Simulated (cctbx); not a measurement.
**Resonant diffraction in EuAl3Rh2**

Space group P6/mmm (no. 191), a = 9.3690 Å, b = 9.3690 Å, c = 4.2710 Å, α = 90.00°, β = 90.00°, γ = 120.00°.

| atom | mult. | x | y | z | Ueq (Å²) |
| --- | --- | --- | --- | --- | --- |
| Eu1 | 2 | 2/3 | 1/3 | 1/2 | 0.0069 |
| Eu2 | 1 | 0 | 0 | 0 | 0.0144 |
| Rh1 | 6 | 0.3736 | 0.1868 | 0 | 0.0120 |
| Al1 | 6 | 0 | 0.6971 | 1/2 | 0.0277 |
| Al2 | 3 | 0 | 1/2 | 0 | 0.0139 |

This is a model crystal, built by substitution and not relaxed, with assumed displacement parameters.

Calculated with cctbx: free-atom f′ and f″ from the Sasaki tables, no fine structure; amplitudes in electrons.

| E (eV) | F 1 3 0 | F 1 2 0 | F 0 2 0 | F 0 3 0 |
| --- | --- | --- | --- | --- |
| 22620 | 6.7 | 71.9 | 85.2 | 117.2 |
| 22970 | 6.5 | 70.0 | 83.2 | 118.8 |
| 23100 | 6.3 | 68.3 | 81.3 | 120.2 |
| 23160 | 6.1 | 66.7 | 79.4 | 121.7 |
| 23190 | 5.9 | 65.0 | 77.6 | 123.1 |
| 23205 | 5.8 | 63.4 | 75.8 | 124.5 |
| 23212 | 5.6 | 62.0 | 74.2 | 125.7 |
| 23216 | 5.4 | 60.5 | 72.5 | 127.1 |
| 23224 | 5.3 | 58.8 | 70.6 | 129.1 |
| 23228 | 5.6 | 61.8 | 73.9 | 126.4 |
| 23235 | 5.8 | 63.6 | 76.0 | 124.8 |
| 23250 | 6.0 | 65.5 | 78.0 | 123.1 |
| 23280 | 6.2 | 67.3 | 80.0 | 121.5 |
| 23370 | 6.4 | 69.6 | 82.6 | 119.4 |
| 23620 | 6.7 | 72.1 | 85.5 | 117.2 |

**Question.** Which edge is crossed, and why do the reflections move as they do?

The K edge of Rh. The edge is at 23220 eV. f′ of Rh falls from -4.7 e at 23100 eV to -7.8 e at 4 eV below it, and f″ steps from 0.55 to 3.65 e across it. Over that approach |F| changes by -14 % (1 3 0), -11 % (1 2 0), -11 % (0 2 0) and +6 % (0 3 0): a reflection falls where Rh scatters in phase with the total and rises where it scatters against it; it hardly moves where the Rh term is small or cancels by symmetry. Above the edge the larger f″ enters the imaginary part, where it can add to or cancel the other atoms' f″. The structure is centrosymmetric, so Friedel mates stay equal.
